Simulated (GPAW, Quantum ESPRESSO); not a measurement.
# Near-edge structure at the C K edge of C (Diamond, Fd-3m)

Aim: the C K edge of C (Diamond, Fd-3m) by two routes, a Lanczos recursion (XSpectra) and a sum over empty bands (GPAW), to see which features are robust.

Program: Quantum ESPRESSO 7.5. Level of theory: core-hole supercells, plane-wave PAW PBE (first program; GPAW 26.7.0 follows as the second). Results are calculated unless marked as measured.

Most raw output is cut from this account.

## 1. Set-up

The structure is cubic, space group Fd-3m (No. 227). The conventional cell has a = 3.567 Å, b = 3.567 Å, c = 3.567 Å, α = 90.00°, β = 90.00°, γ = 90.00°. Nearest to C lie 4 C at 1.54 Å.

## 2. The field without a hole (Quantum ESPRESSO)

The ground state comes first: it tells whether the system has a gap, which decides how the excited electron is treated.

scf.in

```
&control
   calculation='scf', prefix='x', pseudo_dir='../pp', outdir='tmp', tprnfor=.true.
/
&system
   ibrav=0, nat=2, ntyp=2, nbnd=8
   ecutwfc=43, ecutrho=360
   occupations='smearing', smearing='mv', degauss=0.015
/
&electrons
   conv_thr=2.0e-08, electron_maxstep=120
   mixing_beta=0.5
/
ATOMIC_SPECIES
C3 1.0 C.pbe-n-kjpaw.UPF
C 1.0 C.pbe-n-kjpaw.UPF
CELL_PARAMETERS angstrom
  0.00000000 1.78337000 1.78337000
  1.78337000 0.00000000 1.78337000
  1.78337000 1.78337000 0.00000000
ATOMIC_POSITIONS crystal
C3   0.75000000 0.75000000 0.75000000
C    0.50000000 0.50000000 0.50000000
K_POINTS automatic
13 13 13 0 0 0
```

C.pbe-n-kjpaw.ld1.in

```
&input
   title='C', zed=6., rel=1, iswitch=3, dft='PBE',
   config='[He] 2s2 2p2'
/
&inputp
   file_pseudopw='C.pbe-n-kjpaw.UPF', author='',
   lpaw=.true.,
   pseudotype=3,
   lloc=-1,
   rcloc=0.9,
   which_augfun='PSQ',
   rmatch_augfun_nc=.true.,
   nlcc=.true.,
   new_core_ps=.true.,
   rcore=0.7,
   tm=.true.,
   lgipaw_reconstruction=.true., use_paw_as_gipaw=.true.
/
4
2S  1  0  2.00  0.00  1.00  1.20  0.0
2S  1  0  0.00  3.00  1.00  1.20  0.0
2P  2  1  2.00  0.00  0.90  1.40  0.0
2P  2  1  0.00  0.05  0.90  1.40  0.0
```

Launch:

```bash
$ OMP_NUM_THREADS=1 mpirun --oversubscribe --bind-to none -np 4 pw.x -nk 4 -in scf.in > scf.out
```

It took 1.7 s on 4 MPI ranks of Arm Neoverse V1, shared host; peak memory 0.05 GiB; 6.4 s of CPU time.

Absorbing atoms carry a label of their own (element plus a letter or digit), as the spectrum program needs them as separate species.

The mesh shows a gap of 4.16 eV, so the hole is first treated in a charged cell, without the excited electron.

## 3. Spectrum without a core hole, C atom 1 (Quantum ESPRESSO)

Without a hole the spectrum is the empty density of states of the right symmetry on the absorber, weighted by matrix elements. It needs only the small cell and serves as the baseline.

The absorber has 4 C at 1.54 Å (tetrahedral, site symmetry -43m).

xspectra.in

```
&input_xspectra
   calculation='xanes_dipole', edge='K'
   prefix='x', outdir='tmp', xiabs=1, xe0=15.4313
   xonly_plot=.false., x_save_file='xanes.sav'
   xniter=3000, xcheck_conv=20, xerror=0.005
   xcoordcrys=.false., xepsilon(1)=1, xepsilon(2)=0, xepsilon(3)=0
/
&plot
   xnepoint=413, xemin=-10, xemax=45, terminator=.true., cut_occ_states=.true.
   xgamma=0.4
/
&pseudos
   filecore='../C.wfc'
/
&cut_occ
   cut_desmooth=0.1, cut_stepl=0.05, cut_stepu=0.05, cut_ierror=1e-5
/
11 11 11 0 0 0
```

Launch:

```bash
$ OMP_NUM_THREADS=1 mpirun --oversubscribe --bind-to none -np 4 xspectra.x -nk 4 -in xspectra.in > xspectra.out
```

Wall time 8.1 s (4 MPI ranks); peak memory 0.12 GiB.

The C K spectrum, C atom 1, no core hole (energy from the lowest empty level; intensity scaled to a mean of 1 over the first 20 eV; the points at xe0, where the cut of filled states can leave a spike, are interpolated):

| E (eV) | intensity |
| --- | --- |
| -2.0 | 0.04 |
| -1.0 | 0.05 |
| 0.0 | 0.12 |
| 1.0 | 0.31 |
| 2.0 | 0.60 |
| 3.0 | 0.88 |
| 4.0 | 1.34 |
| 5.0 | 1.50 |
| 6.0 | 1.00 |
| 7.0 | 1.29 |
| 8.0 | 1.04 |
| 9.0 | 1.54 |
| 10.0 | 1.50 |
| 11.0 | 1.59 |
| 12.0 | 0.69 |
| 13.0 | 0.34 |
| 14.0 | 0.38 |
| 15.0 | 0.62 |
| 16.0 | 0.82 |
| 17.0 | 1.32 |
| 18.0 | 1.29 |
| 19.0 | 1.37 |
| 20.0 | 0.95 |
| 21.0 | 0.70 |
| 22.0 | 0.47 |
| 23.0 | 0.39 |
| 24.0 | 0.27 |
| 25.0 | 0.28 |
| 26.0 | 0.21 |
| 27.0 | 0.21 |
| 28.0 | 0.27 |
| 29.0 | 0.24 |
| 30.0 | 0.17 |
| 31.0 | 0.11 |
| 32.0 | 0.16 |

Main maxima below 24 eV (height): 4.2 eV (1.39), 5.0 eV (1.50), 7.3 eV (1.39), 9.4 eV (1.70), 10.7 eV (1.64), 16.8 eV (1.39) and 18.9 eV (1.40). A K edge sees empty p states; a tetrahedral site has σ* states alone, so there is no π* peak.

## 4. Another broadening

The final state's lifetime shortens with energy, so measured features broaden above the edge; the saved Lanczos coefficients are redrawn with a width that grows.

xspectra_plot.in

```
&input_xspectra
   calculation='xanes_dipole', edge='K'
   prefix='x', outdir='tmp', xiabs=1, xe0=15.4313
   xonly_plot=.true., x_save_file='xanes.sav'
   xniter=3000, xcheck_conv=20, xerror=0.005
   xcoordcrys=.false., xepsilon(1)=1, xepsilon(2)=0, xepsilon(3)=0
/
&plot
   xnepoint=413, xemin=-10, xemax=45, terminator=.true., cut_occ_states=.true.
   gamma_mode='variable', gamma_energy(1)=4, gamma_energy(2)=25, gamma_value(1)=0.3, gamma_value(2)=2.5
/
&pseudos
   filecore='../C.wfc'
/
&cut_occ
   cut_desmooth=0.1, cut_stepl=0.05, cut_stepu=0.05, cut_ierror=1e-5
/
11 11 11 0 0 0
```

Launch:

```bash
$ OMP_NUM_THREADS=1 xspectra.x -in xspectra_plot.in > xspectra_plot.out
```

It took 9.1 s on 1 MPI rank; peak memory 0.12 GiB.

With a Lorentzian half width 0.3 eV up to 4 eV, rising linearly to 2.5 eV at 25 eV (counted from xe0, 2.1 eV below the zero used here), the maxima are 5.0 eV (1.43), 7.1 eV (1.28), 9.5 eV (1.46) and 17.8 eV (1.03).

## 5. Supercell without a hole, the energy reference (Quantum ESPRESSO)

The photon energy needs a difference of total energies, so the cell and mesh of the coming hole run are first run without a hole.

scf.in

```
&control
   calculation='scf', prefix='x', pseudo_dir='../pp', outdir='tmp', tprnfor=.true.
/
&system
   ibrav=0, nat=16, ntyp=1, nbnd=36
   ecutwfc=43, ecutrho=360
   occupations='fixed'
/
&electrons
   conv_thr=1.6e-07, electron_maxstep=120
   mixing_beta=0.5
/
ATOMIC_SPECIES
C 1.0 C.pbe-n-kjpaw.UPF
CELL_PARAMETERS angstrom
  0.00000000 3.56674000 3.56674000
  3.56674000 0.00000000 3.56674000
  3.56674000 3.56674000 0.00000000
ATOMIC_POSITIONS crystal
C    0.37500000 0.37500000 0.37500000
C    0.37500000 0.37500000 0.87500000
C    0.37500000 0.87500000 0.37500000
C    0.87500000 0.37500000 0.37500000
C    0.37500000 0.87500000 0.87500000
C    0.87500000 0.37500000 0.87500000
C    0.87500000 0.87500000 0.37500000
C    0.87500000 0.87500000 0.87500000
C    0.25000000 0.25000000 0.25000000
C    0.25000000 0.25000000 0.75000000
C    0.25000000 0.75000000 0.25000000
C    0.75000000 0.25000000 0.25000000
C    0.25000000 0.75000000 0.75000000
C    0.75000000 0.25000000 0.75000000
C    0.75000000 0.75000000 0.25000000
C    0.75000000 0.75000000 0.75000000
K_POINTS automatic
5 5 5 0 0 0
```

Launch:

```bash
$ OMP_NUM_THREADS=1 mpirun --oversubscribe --bind-to none -np 4 pw.x -nk 4 -in scf.in > scf.out
```

Elapsed: 7.3 s, on 4 MPI ranks; peak memory 0.11 GiB.

Reference energy: -16587.527 eV with the cores included.

## 6. The atom with a core hole (Quantum ESPRESSO)

The final state has one core electron fewer, so a PAW data set is made for an atom with that hole.

C.pbe-n-kjpaw-1sch.ld1.in

```
&input
   title='C', zed=6., rel=1, iswitch=3, dft='PBE',
   config='1s1 2s2 2p3'
/
&inputp
   file_pseudopw='C.pbe-n-kjpaw-1sch.UPF', author='',
   lpaw=.true.,
   pseudotype=3,
   lloc=-1,
   rcloc=0.9,
   which_augfun='PSQ',
   rmatch_augfun_nc=.true.,
   nlcc=.true.,
   new_core_ps=.true.,
   rcore=0.7,
   tm=.true.,
   zval=5,
   lgipaw_reconstruction=.true., use_paw_as_gipaw=.true.
/
4
2S  1  0  2.00  0.00  1.00  1.20  0.0
2S  1  0  0.00  3.00  1.00  1.20  0.0
2P  2  1  3.00  0.00  0.90  1.40  0.0
2P  2  1  0.00  0.05  0.90  1.40  0.0
```

Launch:

```bash
$ ld1.x < C.pbe-n-kjpaw-1sch.ld1.in > C.pbe-n-kjpaw-1sch.ld1.out
```

Elapsed: 0.7 s, on 1 MPI rank; peak memory 0.12 GiB.

Removing the core electron and adding it to the valence shell costs the free atom 290.2 eV.

## 7. Supercell with FCH, C atom 1 (Quantum ESPRESSO)

The holes are 5.0 Å apart. The excited electron is left out and a uniform background balances the charge.

scf.in: that of step 5 with these lines changed.

```diff
@@ -4,5 +4,6 @@
 &system
-   ibrav=0, nat=16, ntyp=1, nbnd=36
+   ibrav=0, nat=16, ntyp=2, nbnd=36
    ecutwfc=43, ecutrho=360
    occupations='fixed'
+   tot_charge=1
 /
@@ -13,2 +14,3 @@
 ATOMIC_SPECIES
+C0 1.0 C.pbe-n-kjpaw-1sch.UPF
 C 1.0 C.pbe-n-kjpaw.UPF
@@ -19,3 +21,3 @@
 ATOMIC_POSITIONS crystal
-C    0.37500000 0.37500000 0.37500000
+C0   0.37500000 0.37500000 0.37500000
 C    0.37500000 0.37500000 0.87500000
```

Launch:

```bash
$ OMP_NUM_THREADS=1 mpirun --oversubscribe --bind-to none -np 4 pw.x -nk 4 -in scf.in > scf.out
```

Run time: 11 s. Hardware: 4 MPI ranks; peak memory 0.11 GiB.

Energy with the hole: -16310.511 eV, cores included.

## 8. Spectrum with FCH, C atom 1 (Quantum ESPRESSO)

The Lanczos recursion gives the spectrum without computing empty bands; each polarisation needs a run of its own on the full k mesh. xe0 is set between filled and empty states, and states below it are cut. The file of filecore holds the core orbital, taken from the hole-free data set.

xspectra.in: that of step 3 with these lines changed.

```diff
@@ -2,3 +2,3 @@
    calculation='xanes_dipole', edge='K'
-   prefix='x', outdir='tmp', xiabs=1, xe0=15.4313
+   prefix='x', outdir='tmp', xiabs=1, xe0=15.173
    xonly_plot=.false., x_save_file='xanes.sav'
@@ -17,2 +17,2 @@
 /
-11 11 11 0 0 0
+6 6 6 0 0 0
```

Launch:

```bash
$ OMP_NUM_THREADS=1 mpirun --oversubscribe --bind-to none -np 4 xspectra.x -nk 4 -in xspectra.in > xspectra.out
```

Elapsed: 58 s, on 4 MPI ranks; peak memory 0.09 GiB.

The C K spectrum, C atom 1, full core hole (charged cell) (energy from the lowest empty level; intensity scaled to a mean of 1 over the first 20 eV; the points at xe0, where the cut of filled states can leave a spike, are interpolated):

| E (eV) | intensity |
| --- | --- |
| -2.00 | 0.09 |
| -1.25 | 0.14 |
| -0.50 | 0.29 |
| 0.25 | 0.91 |
| 1.00 | 1.75 |
| 1.75 | 1.68 |
| 2.50 | 2.09 |
| 3.25 | 2.31 |
| 4.00 | 1.78 |
| 4.75 | 1.64 |
| 5.50 | 1.05 |
| 6.25 | 1.12 |
| 7.00 | 0.95 |
| 7.75 | 0.86 |
| 8.50 | 0.95 |
| 9.25 | 1.04 |
| 10.00 | 1.02 |
| 10.75 | 0.82 |
| 11.50 | 0.32 |
| 12.25 | 0.20 |
| 13.00 | 0.18 |
| 13.75 | 0.30 |
| 14.50 | 0.50 |
| 15.25 | 0.68 |
| 16.00 | 0.81 |
| 16.75 | 1.14 |
| 17.50 | 0.89 |
| 18.25 | 0.67 |
| 19.00 | 0.69 |
| 19.75 | 0.42 |
| 20.50 | 0.27 |
| 21.25 | 0.27 |
| 22.00 | 0.22 |
| 22.75 | 0.18 |
| 23.50 | 0.22 |
| 24.25 | 0.14 |
| 25.00 | 0.15 |
| 25.75 | 0.15 |
| 26.50 | 0.12 |
| 27.25 | 0.14 |
| 28.00 | 0.20 |
| 28.75 | 0.21 |
| 29.50 | 0.17 |
| 30.25 | 0.13 |
| 31.00 | 0.09 |
| 31.75 | 0.12 |

Main maxima below 24 eV (height): 1.0 eV (1.77), 3.0 eV (2.39), 6.5 eV (1.20), 9.6 eV (1.14) and 16.9 eV (1.21). 

The hole costs E(hole) − E(ground) = 277.02 eV, and the lowest empty level of the hole cell lies at 17.08 eV, which puts the zero at 294.09 eV. One term is added: -6.71 eV, since the hole is spin-paired here and a spin-polarised one costs that much less in the free atom (computed apart). The photon energy is then 287.38 eV. The functional and the charged cell's background leave an error of a few eV in such absolute values.

## 9. Another broadening

xspectra_plot.in: that of step 4 with these lines changed.

```diff
@@ -2,3 +2,3 @@
    calculation='xanes_dipole', edge='K'
-   prefix='x', outdir='tmp', xiabs=1, xe0=15.4313
+   prefix='x', outdir='tmp', xiabs=1, xe0=15.173
    xonly_plot=.true., x_save_file='xanes.sav'
@@ -17,2 +17,2 @@
 /
-11 11 11 0 0 0
+6 6 6 0 0 0
```

Launch:

```bash
$ OMP_NUM_THREADS=1 xspectra.x -in xspectra_plot.in > xspectra_plot.out
```

Wall time 2.8 s (1 MPI rank); peak memory 0.05 GiB.

With a Lorentzian half width 0.3 eV up to 4 eV, rising linearly to 2.5 eV at 25 eV (counted from xe0, 1.9 eV below the zero used here), the maxima are 1.0 eV (1.94), 3.0 eV (2.44) and 16.7 eV (0.71).

## 10. Supercell with XCH, C atom 1 (Quantum ESPRESSO)

The holes are 5.0 Å apart. The excited electron is kept in the cell, where it fills the lowest empty states and screens the hole.

Changed against the first core-hole run: core hole to XCH.

scf.in: that of step 7 with these lines changed.

```diff
@@ -4,6 +4,5 @@
 &system
-   ibrav=0, nat=16, ntyp=2, nbnd=36
+   ibrav=0, nat=16, ntyp=2, nbnd=40
    ecutwfc=43, ecutrho=360
-   occupations='fixed'
-   tot_charge=1
+   occupations='smearing', smearing='gaussian', degauss=0.003
 /
```

Launch:

```bash
$ OMP_NUM_THREADS=1 mpirun --oversubscribe --bind-to none -np 4 pw.x -nk 4 -in scf.in > scf.out
```

The job ended after 12 s (4 MPI ranks; peak memory 0.11 GiB; 46 s of CPU time).

Energy with the hole: -16292.977 eV, cores included.

## 11. Excitation energy, C atom 1 (Quantum ESPRESSO)

With the excited electron kept in the cell the system stays neutral, and the energy difference is an excitation energy by itself. In a small cell that electron takes up a good share of the lowest empty band, or all of one, which shifts the value from the true onset.

The total-energy difference is 294.55 eV. With the free-atom term of -6.71 eV for this edge, the photon energy is 287.84 eV.

## 12. Ground state of the crystal (GPAW)

The second program starts from its own ground state, on the same cell and functional.

scf.py

```python
import numpy as np
from ase import Atoms
from ase.parallel import parprint, paropen
from gpaw import GPAW, PW, FermiDirac, Mixer, MixerDif, setup_paths
from gpaw.test import gen
setup_paths.insert(0, '.')
gen('C', name='nch1s', xcname='PBE', corehole=(1, 0, 0), write_xml=True)
from gpaw.mpi import world
world.barrier()

atoms = Atoms('C2',
    cell=[[0, 1.78337, 1.78337],
     [1.78337, 0, 1.78337],
     [1.78337, 1.78337, 0]],
    scaled_positions=[[0.75, 0.75, 0.75],
     [0.5, 0.5, 0.5]],
    pbc=True)
atoms.calc = calc = GPAW(legacy_gpaw=True, mode=PW(500), xc='PBE', setups={0: 'nch1s'},
    kpts={'size': (12, 12, 12), 'gamma': True}, occupations=FermiDirac(0.05),
    charge=0, mixer=Mixer(0.1, 5, 50), maxiter=150,
    convergence={'density': 0.0001}, txt='scf.txt')
energy = atoms.get_potential_energy() + calc.get_reference_energy()
ef = calc.get_fermi_level()
out = dict(energy=energy, fermi=ef, forces=atoms.get_forces().tolist())
parprint(f'all-electron energy {energy:.4f} eV, Fermi level {ef:.4f} eV')
ev = np.array([[calc.get_eigenvalues(k, s) for k in range(len(calc.get_ibz_k_points()))] for s in range(calc.get_number_of_spins())])
out['homo'], out['lumo'], out['counts'] = ev[ev < ef].max(), ev[ev > ef].min(), sorted(set((ev < ef).sum((0, 2)).tolist()))
out['filled'] = (ev[:, 0] < ef).sum(1).tolist()
import json
with paropen('out.json', 'w') as f:
    json.dump(out, f)
```

Launch:

```bash
$ OMP_NUM_THREADS=1 mpirun -n 4 gpaw python scf.py
```

It took 3.9 s on 4 MPI ranks; peak memory 0.15 GiB.

The mesh shows a gap of 4.15 eV, so the hole is first treated in a charged cell, without the excited electron.

## 13. Spectrum without a core hole, C atom 1 (GPAW)

Without a hole the spectrum is the empty density of states of the right symmetry on the absorber, weighted by matrix elements. It needs only the small cell and serves as the baseline. The data set with a hole of occupation 0 only carries the core orbital.

xas.py

```python
import numpy as np
from ase import Atoms
from ase.parallel import parprint, paropen
from gpaw import GPAW, PW, FermiDirac, Mixer, MixerDif, setup_paths
from gpaw.test import gen
setup_paths.insert(0, '.')
gen('C', name='nch1s', xcname='PBE', corehole=(1, 0, 0), write_xml=True)
from gpaw.mpi import world
world.barrier()

atoms = Atoms('C2',
    cell=[[0, 1.78337, 1.78337],
     [1.78337, 0, 1.78337],
     [1.78337, 1.78337, 0]],
    scaled_positions=[[0.75, 0.75, 0.75],
     [0.5, 0.5, 0.5]],
    pbc=True)
atoms.calc = calc = GPAW(legacy_gpaw=True, mode=PW(500), xc='PBE', setups={0: 'nch1s'},
    kpts={'size': (12, 12, 12), 'gamma': True}, occupations=FermiDirac(0.02),
    charge=0, mixer=Mixer(0.1, 5, 50), maxiter=150,
    convergence={'density': 0.0001}, txt='scf.txt')
energy = atoms.get_potential_energy() + calc.get_reference_energy()
ef = calc.get_fermi_level()
out = dict(energy=energy, fermi=ef, forces=atoms.get_forces().tolist())
parprint(f'all-electron energy {energy:.4f} eV, Fermi level {ef:.4f} eV')
ev = np.array([[calc.get_eigenvalues(k, s) for k in range(len(calc.get_ibz_k_points()))] for s in range(calc.get_number_of_spins())])
out['homo'], out['lumo'], out['counts'] = ev[ev < ef].max(), ev[ev > ef].min(), sorted(set((ev < ef).sum((0, 2)).tolist()))
out['filled'] = (ev[:, 0] < ef).sum(1).tolist()

from ase.units import Ha
from gpaw.xas import dipole_matrix_elements
nb = int(calc.get_number_of_electrons() / 2) + 10
top = nb
nscf = calc.fixed_density(kpts={'size': (11, 11, 11), 'gamma': True},
    convergence={'eigenstates': 1.0}, txt='nscf.txt')
nscf.diagonalize_full_hamiltonian(nbands=nb)
cell = atoms.cell.array
ops = [cell.T @ U.T @ np.linalg.inv(cell.T) for U in nscf.wfs.kd.symmetry.op_scc]
filled = [4]  # bands filled in the ground state, by spin
E = np.arange(-25, 34, 0.1)
fwhm = np.interp(E, [4, 25], [0.9, 3.5])
Y, X, zero, highest = 0, 0, 1e9, 1e9
for spin in range(nscf.get_number_of_spins()):
    wfs = nscf.wfs
    A = dipole_matrix_elements(wfs.setups[0])
    eps = np.zeros((wfs.kd.nibzkpts, nb))
    d = np.zeros((3, A.shape[1], wfs.kd.nibzkpts, nb), complex)
    for kpt in wfs.kpt_u:
        if kpt.s == spin and 0 in kpt.P_ani:
            eps[kpt.k] = kpt.eps_n * Ha
            d[:, :, kpt.k] = (kpt.weight * wfs.nspins / 2) ** 0.5 * np.inner(A, kpt.P_ani[0])
    world.sum(eps)
    world.sum(d)
    T = np.einsum('amkn,bmkn->abkn', d, d.conj()).real
    T = sum(np.einsum('ai,ijkn,bj->abkn', R, T, R) for R in ops) / len(ops)
    empty = np.ones_like(eps, bool) & (np.arange(nb) >= filled[spin])
    zero, highest = min(zero, eps[empty].min()), min(highest, eps[:, top - 1].min())
    lines = [(eps, T, empty)] if spin == 0 else lines + [(eps, T, empty)]
for eps, T, empty in lines:
    f = np.einsum('aakn->akn', T).reshape(3, -1)
    x = eps.ravel() - zero
    w = np.interp(x, E, fwhm) / 2.35482
    g = np.exp(-0.5 * ((E[:, None] - x) / w) ** 2) / (w * (2 * np.pi) ** 0.5)
    Y = Y + (f * empty.ravel()) @ g.T
    X = X + (f * ~empty.ravel()) @ g.T
out.update(E=E.round(2).tolist(), xas=Y.tolist(), xes=X.tolist(), zero=zero, valid=highest - zero, nk=len(eps), nb=nb)
for i in range(0, len(E), 10):
    parprint(f'{E[i]:7.2f}', *(f'{v:10.3e}' for v in Y[:, i]))
import json
with paropen('out.json', 'w') as f:
    json.dump(out, f)
```

Launch:

```bash
$ OMP_NUM_THREADS=1 mpirun -n 4 gpaw python xas.py
```

Wall time 5.8 s (4 MPI ranks); peak memory 0.17 GiB; 23 s of CPU time.

The C K spectrum, C atom 1, no core hole (energy from the lowest empty level; intensity scaled to a mean of 1 over the first 20 eV):

| E (eV) | intensity |
| --- | --- |
| -2.00 | 0.00 |
| -1.25 | 0.00 |
| -0.50 | 0.01 |
| 0.25 | 0.08 |
| 1.00 | 0.26 |
| 1.75 | 0.51 |
| 2.50 | 0.75 |
| 3.25 | 0.90 |
| 4.00 | 1.49 |
| 4.75 | 1.53 |
| 5.50 | 1.26 |
| 6.25 | 1.01 |
| 7.00 | 1.28 |
| 7.75 | 1.14 |
| 8.50 | 1.26 |
| 9.25 | 1.65 |
| 10.00 | 1.69 |
| 10.75 | 1.57 |
| 11.50 | 1.17 |
| 12.25 | 0.60 |
| 13.00 | 0.30 |
| 13.75 | 0.30 |
| 14.50 | 0.45 |
| 15.25 | 0.67 |
| 16.00 | 0.93 |
| 16.75 | 1.15 |
| 17.50 | 1.27 |
| 18.25 | 1.29 |
| 19.00 | 1.23 |
| 19.75 | 1.08 |
| 20.50 | 0.87 |
| 21.25 | 0.67 |

Main maxima below 20 eV (height): 4.2 eV (1.55), 5.0 eV (1.55), 7.1 eV (1.29), 9.7 eV (1.71) and 18.1 eV (1.29). 

The same matrix elements for filled bands give the C K emission of C atom 1 (ground-state approximation; energy from the lowest empty level, largest value 1):

| E (eV) | emission |
| --- | --- |
| -24.00 | 0.01 |
| -23.25 | 0.02 |
| -22.50 | 0.03 |
| -21.75 | 0.04 |
| -21.00 | 0.04 |
| -20.25 | 0.07 |
| -19.50 | 0.07 |
| -18.75 | 0.08 |
| -18.00 | 0.08 |
| -17.25 | 0.10 |
| -16.50 | 0.18 |
| -15.75 | 0.25 |
| -15.00 | 0.26 |
| -14.25 | 0.21 |
| -13.50 | 0.25 |
| -12.75 | 0.44 |
| -12.00 | 0.48 |
| -11.25 | 0.60 |
| -10.50 | 0.84 |
| -9.75 | 0.84 |
| -9.00 | 1.00 |
| -8.25 | 0.84 |
| -7.50 | 0.92 |
| -6.75 | 0.68 |
| -6.00 | 0.44 |
| -5.25 | 0.28 |
| -4.50 | 0.12 |
| -3.75 | 0.02 |
| -3.00 | 0.00 |
| -2.25 | 0.00 |
| -1.50 | 0.00 |
| -0.75 | 0.00 |
| 0.00 | 0.00 |
| 0.75 | 0.00 |
| 1.50 | 0.00 |
| 2.25 | 0.00 |
| 3.00 | 0.00 |

Emission maxima: -15.4 eV (0.30), -9.2 eV (1.00) and -7.6 eV (0.93).

[end of part 1 of 2]

[Logs are printed without paths, hosts, clocks, repeated set-up lines and the standing remarks that a program may print on its own settings, such as how far it seeks lower states.]

[Hosts, paths, dates, database ids (printed as entryN), source tags and the programs' standing remarks are cut or masked in the printed files.]

[Lists of maxima count a maximum above −3 eV only where it reaches 4 % of the highest in the window and stands out from its surroundings by 2 % of it (1.5 % where it reaches 55 %); shoulders and weaker maxima are passed over, and of the rest the first, up to two pre-edge ones and the few strongest are named.]
